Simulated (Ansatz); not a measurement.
# Li on Mo(100): change of the work function, part 3 of 5

How does Li on the hollow site change the work function of Mo(100) as the layer fills?

Ansatz 0.2.0; plane-wave DFT, LDA, Ansatz PAW (the session's first sound run).

So far, work function, upper face (eV): step 2 (the clean slab) 4.24; step 3 (21 atoms, coverage 0.25 ML, cell 2x2) 3.59.

## (4) Adsorbate added, k-mesh 5×5×1, coverage 0.5 ML

System of this step: Li/Mo(100). The cell holds 22 atoms: 20 Mo and 2 Li. Its edges and angles: a = 6.300 Å, b = 6.300 Å, c = 25.945 Å, α = 90.0°, β = 90.0°, γ = 90.0°. Vacuum lies along c.

Another coverage, to see how the dipoles act on each other as their distance changes.

File input.yaml:

```yaml
crystal:
  lattice:
    - [6.3, 0.0, 0.0]
    - [0.0, 6.3, 0.0]
    - [0.0, 0.0, 25.9450118701]
  atoms:
    - { symbol: Mo, position: [0.0, 0.0, 0.3468874882] }
    - { symbol: Mo, position: [0.25, 0.25, 0.4075927987] }
    - { symbol: Mo, position: [0.0, 0.0, 0.4648596771] }
    - { symbol: Mo, position: [0.25, 0.25, 0.5270752622] }
    - { symbol: Mo, position: [0.0, 0.0, 0.577916297] }
    - { symbol: Mo, position: [0.0, 0.5, 0.3468874882] }
    - { symbol: Mo, position: [0.25, 0.75, 0.4075927987] }
    - { symbol: Mo, position: [0.0, 0.5, 0.4648596771] }
    - { symbol: Mo, position: [0.25, 0.75, 0.5270752622] }
    - { symbol: Mo, position: [0.0, 0.5, 0.577916297] }
    - { symbol: Mo, position: [0.5, 0.0, 0.3468874882] }
    - { symbol: Mo, position: [0.75, 0.25, 0.4075927987] }
    - { symbol: Mo, position: [0.5, 0.0, 0.4648596771] }
    - { symbol: Mo, position: [0.75, 0.25, 0.5270752622] }
    - { symbol: Mo, position: [0.5, 0.0, 0.577916297] }
    - { symbol: Mo, position: [0.5, 0.5, 0.3468874882] }
    - { symbol: Mo, position: [0.75, 0.75, 0.4075927987] }
    - { symbol: Mo, position: [0.5, 0.5, 0.4648596771] }
    - { symbol: Mo, position: [0.75, 0.75, 0.5270752622] }
    - { symbol: Mo, position: [0.5, 0.5, 0.577916297] }
    - { symbol: Li, position: [0.25, 0.25, 0.6531125118] }
    - { symbol: Li, position: [0.75, 0.75, 0.6531125118] }
kpoints:
  mp_grid: { grid: [5, 5, 1] }
hamiltonian:
  xc: lda
scf:
  occupations: { method: fermi_dirac, width: 0.1 }
  convergence: { dr2_threshold: 1.0e-08 }
efield:
  axis: 3
  dipole_correction: true
  ramp_position: 0.97
  ramp_width: 0.06
relax:
  f_tol: 0.02
  max_steps: 60
  constraints: [{ sites: [0, 1, 5, 6, 10, 11, 15, 16] }]
output:
  bader: true
  dos: { projected: true, e_range: [-8, 4] }
  write_potential: true
  write_density: true
  volumetric_format: npy
```

Launch:

```
ansatz run input.yaml --threads 4 --pin off --max-ram 12288MiB --backend cpu --events-out ev --progress --plain --runs-dir out
```

Numbers of over 12 decimals in the logs are rounded to 6 here.

The program printed:

```text
[...]
Crystal: 22 atoms, lattice volume = 1029.758 Å³
Basis set: ecut = 420 eV, 20155 PW (Γ)
Bands: 172, of which v1, the nominal top of the filled ones, is band 143 counted from 1 (142 counted from 0)
Symmetry: 16 space group operations
[...]
k-points: 6 of 25
[...]
SCF iter   1: F=—  HF=-97243.147331 eV  |F-HF|=—  |Δ(HF+E_count)|=         —  Δρ=1.17e-2  dr2=1.68e1  ethr=1.77e-3  p=0.482 e·Å  D=8.47e-2 V/Å  ΔV_dip=-2.20 eV  dr2_dipole=5.93e0  V_vac-E_F(+/−)=2.19/4.39 eV  ⟨swp⟩=9.7  Hψ=5326  notcnv=0
[...]
SCF iter  11: F=-97242.715555 eV  HF=-97242.715555 eV  |F-HF|=7.33e-9  |Δ(HF+E_count)|=  5.24e-10  Δρ=4.55e-7  dr2=8.44e-9  ethr=3.50e-12  p=0.316 e·Å  D=5.56e-2 V/Å  ΔV_dip=-1.44 eV  dr2_dipole=9.61e-10  V_vac-E_F(+/−)=2.86/4.30 eV  ⟨swp⟩=11.8  Hψ=7381  notcnv=0
SCF 1 converged in 11 iterations: F = -97242.715555 eV  dr2 = 8.44e-9
[...]
relax step   1: F+E_penalty+E_count = -97242.71555502 eV  Δ(F+E_penalty+E_count) = +0.000e0 eV  max|allowed force component| = 3.011e-1 eV/Å  Δτ_max = 0.0000 Å  (11 SCF iters, accepted)
[...]
SCF iter   9: F=-97242.761410 eV  HF=-97242.761410 eV  |F-HF|=1.68e-8  |Δ(HF+E_count)|=   6.39e-8  Δρ=7.57e-7  dr2=8.65e-9  ethr=1.00e-12  p=0.246 e·Å  D=4.31e-2 V/Å  ΔV_dip=-1.12 eV  dr2_dipole=4.73e-11  V_vac-E_F(+/−)=3.18/4.30 eV  ⟨swp⟩=11.3  Hψ=7696  notcnv=0
SCF 2 converged in 9 iterations: F = -97242.761410 eV  dr2 = 8.65e-9
relax step   2: F+E_penalty+E_count = -97242.76140953 eV  Δ(F+E_penalty+E_count) = -4.585e-2 eV  max|allowed force component| = 2.112e-1 eV/Å  Δτ_max = 0.1818 Å  (9 SCF iters, accepted)
SCF iter   1: F=—  HF=-97242.782749 eV  |F-HF|=—  |Δ(HF+E_count)|=         —  Δρ=2.08e-3  dr2=4.03e-1  ethr=6.07e-4  p=0.246 e·Å  D=4.31e-2 V/Å  ΔV_dip=-1.12 eV  dr2_dipole=1.27e-1  V_vac-E_F(+/−)=3.17/4.29 eV  ⟨swp⟩=2.2  Hψ=1503  notcnv=0
[...]
SCF iter   9: F=-97242.770224 eV  HF=-97242.770224 eV  |F-HF|=2.91e-10  |Δ(HF+E_count)|=   1.22e-9  Δρ=4.93e-7  dr2=5.98e-9  ethr=3.50e-12  p=0.263 e·Å  D=4.63e-2 V/Å  ΔV_dip=-1.20 eV  dr2_dipole=2.38e-10  V_vac-E_F(+/−)=3.10/4.30 eV  ⟨swp⟩=8.8  Hψ=7611  notcnv=0
SCF 3 converged in 9 iterations: F = -97242.770224 eV  dr2 = 5.98e-9
relax step   3: F+E_penalty+E_count = -97242.77022448 eV  Δ(F+E_penalty+E_count) = -8.815e-3 eV  max|allowed force component| = 4.519e-2 eV/Å  Δτ_max = 0.0251 Å  (9 SCF iters, accepted)
SCF iter   1: F=—  HF=-97242.772087 eV  |F-HF|=—  |Δ(HF+E_count)|=         —  Δρ=6.50e-4  dr2=2.31e-2  ethr=1.63e-4  p=0.263 e·Å  D=4.63e-2 V/Å  ΔV_dip=-1.20 eV  dr2_dipole=4.91e-3  V_vac-E_F(+/−)=3.10/4.30 eV  ⟨swp⟩=1.8  Hψ=1306  notcnv=0
[...]
SCF iter   8: F=-97242.770831 eV  HF=-97242.770831 eV  |F-HF|=2.76e-10  |Δ(HF+E_count)|=   7.44e-9  Δρ=3.80e-7  dr2=2.63e-9  ethr=3.50e-12  p=0.263 e·Å  D=4.62e-2 V/Å  ΔV_dip=-1.20 eV  dr2_dipole=3.44e-11  V_vac-E_F(+/−)=3.10/4.30 eV  ⟨swp⟩=11.2  Hψ=7164  notcnv=0
SCF 4 converged in 8 iterations: F = -97242.770831 eV  dr2 = 2.63e-9
relax step   4: F+E_penalty+E_count = -97242.77083056 eV  Δ(F+E_penalty+E_count) = -6.061e-4 eV  max|allowed force component| = 7.902e-3 eV/Å  Δτ_max = 0.0069 Å  (8 SCF iters, accepted)
[...]
SCF converged after 8 iterations
Free energy (F): -97242.770831 eV
[...]
Internal energy: -97241.963706 eV  (E = F + TS)
E sigma→0 (E₀):  -97242.367268 eV
Entropy (-TS):   -0.807125 eV (-36.687 meV/atom)
Fermi energy:    3.938414 eV
Dipole field:    D = 0.046232 V/Å  (p = 0.263099 e·Å, saw-weighted, corrected)
Work function:   Φ+ = 3.0968 eV   Φ− = 4.2963 eV
[...]
--- Forces (eV/Å), atoms counted from 1 ---
  atom   1  Mo     0.00000000     0.00000000     1.55747710
  atom   2  Mo    -0.00000000     0.00000000    -1.51833855
  atom   3  Mo    -0.00000000    -0.00000000    -0.00790168
  atom   4  Mo     0.00000000     0.00000000     0.00362068
  atom   5  Mo    -0.00000000     0.00000000    -0.00243637
  atom   6  Mo     0.00000000     0.00000000     1.55747710
  atom   7  Mo    -0.00000000     0.00000000    -1.57312501
  atom   8  Mo    -0.00000000    -0.00000000    -0.00790168
  atom   9  Mo    -0.00000000     0.00000000    -0.00032102
  atom  10  Mo     0.00000000     0.00000000    -0.00243637
  atom  11  Mo     0.00000000     0.00000000     1.55747710
  atom  12  Mo    -0.00000000     0.00000000    -1.57312501
  atom  13  Mo    -0.00000000    -0.00000000    -0.00790168
  atom  14  Mo    -0.00000000     0.00000000    -0.00032102
  atom  15  Mo     0.00000000     0.00000000    -0.00243637
  atom  16  Mo     0.00000000     0.00000000     1.55747710
  atom  17  Mo    -0.00000000     0.00000000    -1.51833855
  atom  18  Mo    -0.00000000    -0.00000000    -0.00790168
  atom  19  Mo     0.00000000     0.00000000     0.00362068
  atom  20  Mo    -0.00000000     0.00000000    -0.00243637
  atom  21  Li    -0.00000000     0.00000000    -0.00602554
  atom  22  Li    -0.00000000     0.00000000    -0.00602554
  max |Σ_I F_I| component: 1.77e-4 eV/Å
--- Band table (eV; the first three rows and the last of 6) ---
  k-point 0: bands = [... 139 lower, 3.7766, 3.8280, 3.8280, 3.8420, 3.8450, 4.4496, 4.4935, 4.8238, ... 25 higher]
  k-point 1: bands = [... 139 lower, 3.9223, 3.9823, 4.0670, 4.0929, 4.2098, 4.2219, 4.2482, 4.4247, ... 25 higher]
  k-point 2: bands = [... 139 lower, 3.8174, 3.8567, 3.9727, 4.0230, 4.0707, 4.2474, 4.3045, 4.3288, ... 25 higher]
  k-point 5: bands = [... 139 lower, 3.5245, 3.5344, 3.7011, 3.7089, 3.7358, 3.8069, 3.8656, 3.8947, ... 25 higher]
--- Relaxed structure (4 steps of the walk, 4 accepted, 0 SCFs on fresh bases) ---
  F+E_penalty+E_count = -97242.77083056 eV   max|allowed force component| = 7.902e-3 eV/Å
  atoms:
    - { symbol: Mo, position: [0.0, 0.0, 0.3468874882] }
    - { symbol: Mo, position: [0.250000, 0.250000, 0.407593] }
    - { symbol: Mo, position: [0, 0, 0.464984] }
    - { symbol: Mo, position: [0.250000, 0.250000, 0.527155] }
    - { symbol: Mo, position: [3.761617158911076e-19, 0, 0.578386] }
    - { symbol: Mo, position: [0.0, 0.500000, 0.3468874882] }
    - { symbol: Mo, position: [0.250000, 0.750000, 0.407593] }
    - { symbol: Mo, position: [0, 0.500000, 0.464984] }
    - { symbol: Mo, position: [0.250000, 0.750000, 0.527067] }
    - { symbol: Mo, position: [3.76161715891107e-19, 0.500000, 0.578386] }
    - { symbol: Mo, position: [0.500000, 0.0, 0.3468874882] }
    - { symbol: Mo, position: [0.750000, 0.250000, 0.407593] }
    - { symbol: Mo, position: [0.500000, 0, 0.464984] }
    - { symbol: Mo, position: [0.750000, 0.250000, 0.527067] }
    - { symbol: Mo, position: [0.500000, 0, 0.578386] }
    - { symbol: Mo, position: [0.500000, 0.500000, 0.3468874882] }
    - { symbol: Mo, position: [0.750000, 0.750000, 0.407593] }
    - { symbol: Mo, position: [0.500000, 0.500000, 0.464984] }
    - { symbol: Mo, position: [0.750000, 0.750000, 0.527155] }
    - { symbol: Mo, position: [0.500000, 0.500000, 0.578386] }
    - { symbol: Li, position: [0.250000, 0.250000, 0.647175] }
    - { symbol: Li, position: [0.750000, 0.750000, 0.647175] }
--- Bader charges: 22 sites ---
  site symbol  charge [e]  shift [e]
     0     Mo     -0.0615     0.0000
     1     Mo      0.0359     0.0000
     2     Mo      0.0687     0.0000
     3     Mo      0.0154     0.0000
     4     Mo     -0.4674     0.0006
     5     Mo     -0.0615     0.0000
     6     Mo      0.0341     0.0000
     7     Mo      0.0687     0.0000
     8     Mo      0.0308     0.0000
     9     Mo     -0.4675     0.0006
    10     Mo     -0.0616     0.0000
    11     Mo      0.0341     0.0000
    12     Mo      0.0687     0.0000
    13     Mo      0.0308     0.0000
    14     Mo     -0.4675     0.0006
    15     Mo     -0.0616     0.0000
    16     Mo      0.0359     0.0000
    17     Mo      0.0687     0.0000
    18     Mo      0.0154     0.0000
    19     Mo     -0.4675     0.0006
    20     Li      0.8045     0.0013
    21     Li      0.8045     0.0013
  estimated error of the sums over rays = 7.1e-4 e
```

Elapsed: 3.8 min, on 4 threads of Arm Neoverse V1, shared host; peak memory 3.7 GiB; 15 min of CPU time.

The steps of the relaxation:

| step | energy less that of the first step (eV) | largest force component (eV/Å) |
| --- | --- | --- |
| 1 | 0.0000 | 0.3011 |
| 2 | -0.0459 | 0.2112 |
| 3 | -0.0547 | 0.0452 |
| 4 | -0.0553 | 0.0079 |

The run keeps the 16 symmetry operations that it works with, so distortions that break them were not tested.

The atoms that moved most (Å):

| atom | dx | dy | dz | length |
| --- | --- | --- | --- | --- |
| Li21 | 0.000 | 0.000 | -0.154 | 0.154 |
| Li22 | 0.000 | 0.000 | -0.154 | 0.154 |
| Mo5 | 0.000 | 0.000 | 0.012 | 0.012 |
| Mo10 | 0.000 | 0.000 | 0.012 | 0.012 |
| Mo15 | 0.000 | 0.000 | 0.012 | 0.012 |
| Mo20 | 0.000 | 0.000 | 0.012 | 0.012 |

The relaxed structure:

```xyz
22
Lattice="6.3000 0.0000 0.0000 0.0000 6.3000 0.0000 0.0000 0.0000 25.9450" Properties=species:S:1:pos:R:3
Mo    0.0000    0.0000    9.0000
Mo    1.5750    1.5750   10.5750
Mo    0.0000    0.0000   12.0640
Mo    1.5750    1.5750   13.6771
Mo    0.0000    0.0000   15.0062
Mo    0.0000    3.1500    9.0000
Mo    1.5750    4.7250   10.5750
Mo    0.0000    3.1500   12.0640
Mo    1.5750    4.7250   13.6748
Mo    0.0000    3.1500   15.0062
Mo    3.1500    0.0000    9.0000
Mo    4.7250    1.5750   10.5750
Mo    3.1500    0.0000   12.0640
Mo    4.7250    1.5750   13.6748
Mo    3.1500    0.0000   15.0062
Mo    3.1500    3.1500    9.0000
Mo    4.7250    4.7250   10.5750
Mo    3.1500    3.1500   12.0640
Mo    4.7250    4.7250   13.6771
Mo    3.1500    3.1500   15.0062
Li    1.5750    1.5750   16.7910
Li    4.7250    4.7250   16.7910
```

This step gave:

```
energy at zero smearing        : -97242.3673 eV
work function, upper face      : 3.097 eV
work function, lower face      : 4.296 eV
dipole along the normal        : 0.2631 e·Å
step between the vacuum levels : -1.200 eV
```

The density of states has structure finer than the step of the table below, so its rows give means over 0.25 eV, whole bins alone (the curve runs from -8 to 1.77 eV). Peaks (eV: height): -3.580: 48.6, -3.130: 61.3, -2.920: 57.2, 0.000: 45.3, 0.930: 65.5, 1.050: 47.9, 1.380: 58.4.

The density of states by energy, zero at the Fermi level; means over each step:

energy (eV), density of states (states/eV a cell) and a bar:
```
    -6.75        0.0 
    -6.50        0.8 #
    -6.25        1.3 #
    -6.00        1.4 #
    -5.75        2.5 ##
    -5.50        1.1 #
    -5.25        2.5 ##
    -5.00        9.3 #######
    -4.75       20.8 #################
    -4.50       18.9 ###############
    -4.25       20.9 #################
    -4.00       18.6 ###############
    -3.75       18.6 ###############
    -3.50       36.6 #############################
    -3.25       27.0 #####################
    -3.00       32.7 ##########################
    -2.75       27.0 #####################
    -2.50       20.5 ################
    -2.25       25.2 ####################
    -2.00       24.9 ####################
    -1.75       27.8 ######################
    -1.50       20.2 ################
    -1.25       19.9 ################
    -1.00       24.0 ###################
    -0.75       23.7 ###################
    -0.50       18.5 ###############
    -0.25       20.7 #################
     0.00       31.0 #########################
     0.25       19.3 ###############
     0.50       17.1 ##############
     0.75       24.6 ####################
     1.00       37.7 ##############################
     1.25       26.0 #####################
     1.50       31.8 #########################
```

Projected DOS per atom over height of the atomic layer and energy from the Fermi level. Layers: Mo4 Mo4 Mo4 Mo4 Mo4 Li2 from below.

Values in states/eV, 22 rows by 6 columns, each cell a mean:
```
1.60 1.60 1.42 1.42 0.73 0.13
2.05 1.43 1.59 1.19 1.27 0.21
1.56 0.67 1.13 0.64 1.37 0.38
2.01 0.62 0.78 0.52 1.21 0.22
2.06 0.40 0.70 0.55 2.02 0.19
1.83 0.72 0.40 0.72 1.66 0.25
1.66 0.81 0.71 0.72 1.46 0.26
1.20 0.93 1.13 0.90 1.38 0.13
1.54 1.34 1.00 1.25 1.54 0.08
1.28 1.16 0.92 1.18 1.11 0.02
1.19 1.97 1.26 1.76 1.21 0.03
1.11 1.79 1.73 1.77 1.10 0.05
0.63 1.14 1.34 1.31 1.07 0.10
0.40 1.20 1.57 1.23 0.60 0.02
0.39 1.19 1.55 1.25 0.52 0.03
0.09 0.34 0.54 0.45 0.19 0.01
0.03 0.09 0.13 0.09 0.04 0.00
0.03 0.10 0.14 0.10 0.04 0.00
0.02 0.06 0.08 0.05 0.02 0.00
0.00 0.00 0.00 0.00 0.00 0.00
0.00 0.00 0.00 0.00 0.00 0.00
0.00 0.00 0.00 0.00 0.00 0.00
```
Columns: height of the atomic layer (Å) from 9 to 16.8 (not evenly spaced); rows upwards: energy from the Fermi level (eV) from -7.96 to 1.75.

The relaxation took 4 steps and lowered the energy by 0.055 eV; the largest force on the free atoms ends at 0.0079 eV/Å.

The covered face has 3.10 eV, -1.14 eV against the clean one; the bare back face has moved by -0.02 eV, a measure of how thin the slab is.

## (5) Adsorbate added, k-mesh 10×10×1, coverage 1 ML

System of this step: Li/Mo(100). The cell holds 6 atoms: 5 Mo and 1 Li. Its edges and angles: a = 3.150 Å, b = 3.150 Å, c = 25.945 Å, α = 90.0°, β = 90.0°, γ = 90.0°. Vacuum lies along c.

Another coverage, to see how the dipoles act on each other as their distance changes.

input.yaml, the sections that differ from step 4:

```yaml
crystal:
  lattice:
    - [3.15, 0.0, 0.0]
    - [0.0, 3.15, 0.0]
    - [0.0, 0.0, 25.9450118701]
  atoms:
    - { symbol: Mo, position: [0.0, 0.0, 0.3468874882] }
    - { symbol: Mo, position: [0.5, 0.5, 0.4075927987] }
    - { symbol: Mo, position: [0.0, 0.0, 0.4648596771] }
    - { symbol: Mo, position: [0.5, 0.5, 0.5270752622] }
    - { symbol: Mo, position: [0.0, 0.0, 0.577916297] }
    - { symbol: Li, position: [0.5, 0.5, 0.6531125118] }
kpoints:
  mp_grid: { grid: [10, 10, 1] }
relax:
  f_tol: 0.02
  max_steps: 60
  constraints: [{ sites: [0, 1] }]
output:
  bader: true
  write_potential: true
  write_density: true
  volumetric_format: npy
# hamiltonian, scf, efield: as in step 4
```

The program printed:

```text
[...]
Crystal: 6 atoms, lattice volume = 257.439 Å³
Basis set: ecut = 420 eV, 5055 PW (Γ)
Bands: 44, of which v1, the nominal top of the filled ones, is band 37 counted from 1 (36 counted from 0)
Symmetry: 8 space group operations
[...]
k-points: 21 of 100
[...]
- { symbol: Li, position: [0.500000, 0.500000, 0.645921] }
--- Bader charges: 6 sites ---
  site symbol  charge [e]  shift [e]
     0     Mo     -0.0616     0.0000
     1     Mo      0.0312     0.0000
     2     Mo      0.0637     0.0000
     3     Mo     -0.0052     0.0000
     4     Mo     -0.8155     0.0006
     5     Li      0.7873     0.0006
  estimated error of the sums over rays = 6.2e-4 e
[key lines of the parts left out:]
SCF converged after 6 iterations
Free energy (F): -24412.056062 eV
Fermi energy:    4.034334 eV
Dipole field:    D = 0.039409 V/Å  (p = 0.056067 e·Å, saw-weighted, corrected)
Work function:   Φ+ = 3.2773 eV   Φ− = 4.2998 eV
```

Run time: 46 s. Hardware: 4 threads; peak memory 0.57 GiB; 3 min of CPU time.

Relaxation path:

| step | energy less that of the first step (eV) | largest force component (eV/Å) |
| --- | --- | --- |
| 1 | 0.0000 | 0.8122 |
| 2 | -0.0350 | 0.6640 |
| 3 | -0.0438 | 0.3082 |
| 4 | -0.0570 | 0.0720 |
| 5 | -0.0573 | 0.0251 |
| 6 | -0.0573 | 0.0027 |

The run keeps the 8 symmetry operations that it works with, so distortions that break them were not tested.

The atoms that moved most (Å):

| atom | dx | dy | dz | length |
| --- | --- | --- | --- | --- |
| Li6 | 0.000 | 0.000 | -0.187 | 0.187 |
| Mo5 | 0.000 | 0.000 | 0.041 | 0.041 |
| Mo3 | 0.000 | 0.000 | 0.011 | 0.011 |
| Mo4 | 0.000 | 0.000 | -0.008 | 0.008 |

Final coordinates:

```xyz
6
Lattice="3.1500 0.0000 0.0000 0.0000 3.1500 0.0000 0.0000 0.0000 25.9450" Properties=species:S:1:pos:R:3
Mo    0.0000    0.0000    9.0000
Mo    1.5750    1.5750   10.5750
Mo    0.0000    0.0000   12.0714
Mo    1.5750    1.5750   13.6674
Mo    0.0000    0.0000   15.0352
Li    1.5750    1.5750   16.7584
```

The relaxation took 6 steps and lowered the energy by 0.057 eV; the largest force on the free atoms ends at 0.0027 eV/Å.

The covered face has 3.28 eV, -0.96 eV against the clean one; the bare back face has moved by -0.01 eV, a measure of how thin the slab is.

## (6) Work function against coverage

This step: plane-wave DFT, LDA, Ansatz PAW; work function against coverage (Ansatz 0.2.0).

The runs are now put side by side.

This step gave:

| Item | Value |
| --- | --- |
| work function of the clean face | 4.241 eV |
| largest change of the work function | -1.144 eV |

The work function of the covered face by coverage:

| coverage (adsorbates/nm²) | work function of the covered face (eV) |
| --- | --- |
| 0.00 | 4.24 |
| 2.52 | 3.59 |
| 5.04 | 3.10 |
| 10.08 | 3.28 |

The dipole per adsorbate comes from the change of the cell's dipole. Coverage, by row:

| coverage (1/nm²) | coverage (ML) | work function (eV) | change (eV) | dipole per adsorbate, positive end outwards (debye) | mean height of the added atoms over the highest substrate atom (Å) |
| --- | --- | --- | --- | --- | --- |
| 2.52 | 0.25 | 3.592 | -0.6486 | 0.671 | 1.682 |
| 5.039 | 0.5 | 3.097 | -1.144 | 0.594 | 1.785 |
| 10.08 | 1 | 3.277 | -0.9637 | 0.251 | 1.723 |

(Continued in part 4 of 5.)

[Logs are printed without paths, hosts, clocks, repeated set-up lines and the standing remarks that a program may print on its own settings, such as how far it seeks lower states.]

[Hosts, paths, dates, database ids (printed as entryN), source tags and the programs' standing remarks are cut or masked in the printed files.]

[Maps of the electrostatic potential energy from Ansatz leave out the sawtooth potential of an applied field or a dipole correction, so their vacuum need not be flat; planar profiles and work functions include it.]

[The density of states shown here was stored with 400 of the rows of the run's finer table, so its peaks can read low, often by over a quarter, or be missed, and its means over a window can be off by a tenth or more.]
